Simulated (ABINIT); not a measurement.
# SrCl2 (Fm-3m): G0W0 with and without spin-orbit coupling, part 2 of 2

Wanted: the effect of spin-orbit coupling on the quasiparticle gap of SrCl2 (Fm-3m).

ABINIT 10.8.3; PBE and many-body steps on it, plane waves. Known limits of the many-body steps: not at the basis limit; screening head approximate; no spin-orbit coupling in some runs; coarse k mesh.

So far. Step 4 (Scalar-relativistic): The gap on the mesh goes from 5.34 eV to 7.14 eV, a correction of +1.80 eV. Step 5 (Empty states on the mesh, 2×2×2 mesh, 116 bands): On this mesh the gap is 5.342 eV.

### 6. Screening, 2×2×2 mesh, 106 bands, screening to 98 eV

This step: RPA screening on PBE with spin-orbit coupling, plane waves, norm-conserving pseudopotentials.

Contents of run.abi:

```
acell 3*1.0 Angstrom
rprim 
  -0.000000000000 3.488350000000 3.488350000000
  3.488350000000 -0.000000000000 3.488350000000
  3.488350000000 3.488350000000 -0.000000000000
ntypat 2
znucl 38 17
natom 3
typat 1 2 2
xred 
  0.000000000000 0.000000000000 0.000000000000
  0.250000000000 0.250000000000 0.250000000000
  0.750000000000 0.750000000000 0.750000000000
pp_dirpath "pseudos"
pseudos "Sr.upf, Cl.upf"
ecut 28
nspinor 2
ngkpt 2 2 2
nshiftk 1
shiftk 0 0 0
kptopt 1
chksymbreak 0
istwfk *1
occopt 1
irdwfk 1
optdriver 3
nband 106
ecuteps 3.6
inclvkb 0
awtr 1
symchi 1
indata_prefix "in"
outdata_prefix "out"
tmpdata_prefix "tmp"
```

Started as:

```console
OMP_NUM_THREADS=1 mpirun -n 4 abinit run.abi > log
```

Numbers of over 12 decimals in the logs are rounded to 6 here.

Output:

```text
.Version 10.8.3 of ABINIT. v10.8.2 released Aug 2026.

 Symmetries : space group Fm -3 m (#225); Bravais cF (face-center cubic)
[... echo of the input left out ...]
== DATASET  1 ==================================================================
-   mpi_nproc: 4, omp_nthreads: 1 (-1 if OMP is not activated)

--- !DatasetInfo
iteration_state: {dtset: 1, }
dimensions: {natom: 3, nkpt: 3, mband: 106, nsppol: 1, nspinor: 2, nspden: 1, mpw: 4088, }
cutoff_energies: {ecut:  28.0, pawecutdg:  -1.0, }
electrons: {nelect:   2.40000000E+01, charge:   0.00000000E+00, occopt:   1.00000000E+00, tsmear:   1.00000000E-02, }

 SCREENING: Calculation of the susceptibility and dielectric matrices

 Based on a program developped by R.W. Godby, V. Olevano, G. Onida, and L. Reining.
 Incorporated in ABINIT by V. Olevano, G.-M. Rignanese, and M. Torrent.
.Using double precision arithmetic ; gwpc =  8

[... cell and pseudopotentials left out ...]
--------------------------------------------------------------------------------

 ==== K-mesh for the wavefunctions ====
 Number of points in the irreducible wedge :     3
[... list of points left out ...]
 Together with 48 symmetry operations and time-reversal symmetry
 yields     8 points in the full Brillouin Zone.

 ==== Q-mesh for the screening function ====
 Number of points in the irreducible wedge :     3
[... list of points left out ...]
 Together with 48 symmetry operations and time-reversal symmetry
 yields     8 points in the full Brillouin Zone.

 setmesh: FFT mesh size selected  =    30x   30x   30
          total number of points  =        27000

 vcoul_init : cutoff-mode = AUXILIARY_FUNCTION
 q-points for optical limit:   1
     1)      0.000010    0.000020    0.000030

- screening: taking advantage of time-reversal symmetry
- Maximum band index for partially occupied states nbvw = 24
- Remaining bands to be divided among processors   nbcw = 82
- Number of bands treated by each node ~20

 Number of electrons calculated from density =   24.0000; Expected =   24.0000
 average of density, n =  0.041891
 r_s =    1.7862
 omega_plasma =   19.7432 [eV]

 calculating chi0 at frequencies [eV] :
  1    0.000000E+00    0.000000E+00
  2    0.000000E+00    1.974321E+01

--------------------------------------------------------------------------------
  q-point number  1        q = ( 0.000000, 0.000000, 0.000000) [r.l.u.]
--------------------------------------------------------------------------------
[... chi0 elements left out ...]
 For q-point:  0.000010 0.000020 0.000030
  dielectric constant =   3.1577
  dielectric constant without local fields =   3.8187

  Average fulfillment of the sum rule on Im[epsilon] for q-point    1 :     53.84  [%]
[... wings left out ...]
  q-point number  2        q = ( 0.500000, 0.000000, 0.000000) [r.l.u.]
--------------------------------------------------------------------------------
[... chi0 elements left out ...]
  Average fulfillment of the sum rule on Im[epsilon] for q-point    2 :     64.87  [%]

 [... 1 further q-points ...]
```

Wall time 7 s (4 MPI ranks of Arm Neoverse V2, shared host); peak memory 0.82 GiB; 28 s of CPU time.

This step gave:

| Item | Value |
| --- | --- |
| ε∞ with local fields, on this mesh, along the program's q direction | 3.158 |
| the same without local fields | 3.819 |
| plasma frequency | 19.74 eV |
| plane waves in the screening matrix | 169 |

### 7. With spin-orbit coupling

This step: G0W0 on PBE with spin-orbit coupling, plane waves, norm-conserving pseudopotentials.

Changes to run.abi since step 6:

```diff
@@ -25,8 +25,17 @@
 irdwfk 1
-optdriver 3
+optdriver 4
 nband 106
+gwcalctyp 0
+ecutsigx 28
+symsigma 0
+nkptgw 2
+kptgw 
+  0.5000000000 0.5000000000 0.0000000000
+  0.0000000000 0.0000000000 0.0000000000
+bdgw 
+  21 28
+  21 30
 ecuteps 3.6
-inclvkb 0
-awtr 1
-symchi 1
+irdscr 1
+ppmodel 1
 indata_prefix "in"
```

Output:

```text
.Version 10.8.3 of ABINIT. v10.8.2 released Aug 2026.

 Symmetries : space group Fm -3 m (#225); Bravais cF (face-center cubic)
[... echo of the input left out ...]
== DATASET  1 ==================================================================
-   mpi_nproc: 4, omp_nthreads: 1 (-1 if OMP is not activated)

--- !DatasetInfo
iteration_state: {dtset: 1, }
dimensions: {natom: 3, nkpt: 3, mband: 106, nsppol: 1, nspinor: 2, nspden: 1, mpw: 4088, }
cutoff_energies: {ecut:  28.0, pawecutdg:  -1.0, }
electrons: {nelect:   2.40000000E+01, charge:   0.00000000E+00, occopt:   1.00000000E+00, tsmear:   1.00000000E-02, }

 SIGMA: Calculation of the GW corrections

 Based on a program developped by R.W. Godby, V. Olevano, G. Onida, and L. Reining.
 Incorporated in ABINIT by V. Olevano, G.-M. Rignanese, and M. Torrent.
.Using double precision arithmetic ; gwpc =  8

[... cell and pseudopotentials left out ...]
--------------------------------------------------------------------------------

 ==== K-mesh for the wavefunctions ====
 Number of points in the irreducible wedge :     3
[... list of points left out ...]
 Together with 48 symmetry operations and time-reversal symmetry
 yields     8 points in the full Brillouin Zone.

 ==== Q-mesh for screening function ====
 Number of points in the irreducible wedge :     3
[... list of points left out ...]
 Together with 48 symmetry operations and time-reversal symmetry
 yields     8 points in the full Brillouin Zone.

 vcoul_init : cutoff-mode = AUXILIARY_FUNCTION
 q-points for optical limit:   1
     1)      0.000010    0.000020    0.000030
 setmesh: FFT mesh size selected  =    45x   45x   45
          total number of points  =        91125

 Number of electrons calculated from density =   24.0000; Expected =   24.0000
[...]
number of omega for Sigma on real axis              0
 max omega for Sigma on real axis  [eV]           0.00
 zcut for avoiding poles [eV]                     0.10

 EPSILON^-1 parameters (SCR file):
 dimension of the eps^-1 matrix on file            169
 dimension of the eps^-1 matrix used               169
 number of plane-waves for wavefunctions          4015
 number of bands                                   106
 number of q-points in IBZ                           3
 number of frequencies                               2
 number of real frequencies                          1
 number of imag frequencies                          1

 matrix elements of self-energy operator (all in [eV])

 Perturbative Calculation

--- !SelfEnergy_ee
iteration_state: {dtset: 1, }
kpoint     : [   0.500,    0.500,    0.000, ]
spin       : 1
KS_gap     :    5.510
QP_gap     :    7.731
Delta_QP_KS:    2.221
data: !SigmaeeData |
     Band     E0 <VxcDFT>   SigX SigC(E0)      Z dSigC/dE  Sig(E)    E-E0       E
       21   1.314 -14.376 -18.106   2.698   0.817  -0.225 -15.219  -0.843   0.471
       22   1.314 -14.376 -18.106   2.698   0.817  -0.225 -15.219  -0.843   0.471
       23   1.670 -14.802 -18.515   2.728   0.816  -0.226 -15.605  -0.804   0.867
[...]
--- !SelfEnergy_ee
iteration_state: {dtset: 1, }
kpoint     : [   0.000,    0.000,    0.000, ]
spin       : 1
KS_gap     :    5.630
QP_gap     :    7.498
Delta_QP_KS:    1.869
data: !SigmaeeData |
     Band     E0 <VxcDFT>   SigX SigC(E0)      Z dSigC/dE  Sig(E)    E-E0       E
[...]
29   7.776  -9.730  -4.691  -2.853   0.863  -0.159  -7.844   1.886   9.662
       30   7.776  -9.730  -4.691  -2.853   0.863  -0.159  -7.843   1.887   9.662

== END DATASET(S) ==============================================================
================================================================================

 -outvars: echo values of variables after computation  --------
           etotal      0.0000000000E+00
            nband         106
             nkpt           3
          spgroup         225
 [... the other variables as echoed above ...]

 Calculation completed.
```

Wall time 16 s (4 MPI ranks); peak memory 0.87 GiB; 64 s of CPU time.

Numbers from this step:

```yaml
g0w0_gap_on_the_points_computed: 7.137 eV
starting_gap_on_the_mesh: 5.342 eV
k_of_the_valence_top: 0.5, 0.5, 0
k_of_the_conduction_bottom: 0, 0, 0
z_at_the_valence_top: 0.816
z_at_the_conduction_bottom: 0.867
least_direct_g0w0_gap_on_the_computed_points: 7.495 eV
```

Against G0W0 in ABINIT (2×2×2 mesh, 53 bands, screening to 98 eV, Godby-Needs plasmon pole), the gap moves by −0.002 eV.

### 8. The runs together

Times are wall times on 4 MPI ranks of Arm Neoverse V2, shared host, good to a factor of about two. A run's time includes the screening step that it read.

```tsv
run	mesh	bands	screening cutoff (eV)	DFT gap (eV)	gap on the mesh (eV)	direct (eV)	ε∞ used	time
scalar-relativistic	2×2×2	53	98	5.343	7.139	7.547	3.16	5.4 s
with spin-orbit coupling	2×2×2	106	98	5.342	7.137	7.495	3.16	23 s
```

### 9. What came out

```
scalar-relativistic      : 7.139 eV
with spin-orbit coupling : 7.137 eV
known limits             : not at the basis limit; screening head approximate; no spin-orbit coupling in some runs; coarse k mesh
```

What this shows: With spin-orbit coupling: −0.002 eV against scalar-relativistic. Bands and cutoff are finite, so the gap is not at the basis limit. The miss can reach some tenths of an eV and take either sign; the mesh is an error of its own. In the first G0W0 run levels were corrected at 2 k points alone, so a gap called «on the mesh» is the least over those, and an edge elsewhere would be missed. The 2×2×2 mesh is coarse for this cell, which bears on the long-range parts of exchange and screening. The long-wavelength limit of the screening leaves out the non-local commutator, which shifts ε∞.

[Paths, hosts, dates, memory and timing lines, banners, echoed tables and standing remarks are left out of the program output.]

[Logs are printed without paths, hosts, clocks, repeated set-up lines and the standing remarks that a program may print on its own settings, such as how far it seeks lower states.]

[Runs of the session that timed out or met a known fault of the program may be left out.]

[No measured gap is set beside runs whose start may be inverted or whose files or cutoffs have a known fault.]

[Hosts, paths, dates, database ids (printed as entryN), source tags and the programs' standing remarks are cut or masked in the printed files.]

[G0W0 gaps are taken among the corrected bands and points alone; a level outside them can change the order at an edge.]

[Where Ansatz stands beside ABINIT at settings called matched, ABINIT's density can come from a denser mesh and the files from another edition; pairs whose starting gaps differed by over 0.03 eV were left out, so agreement reads better than it is.]
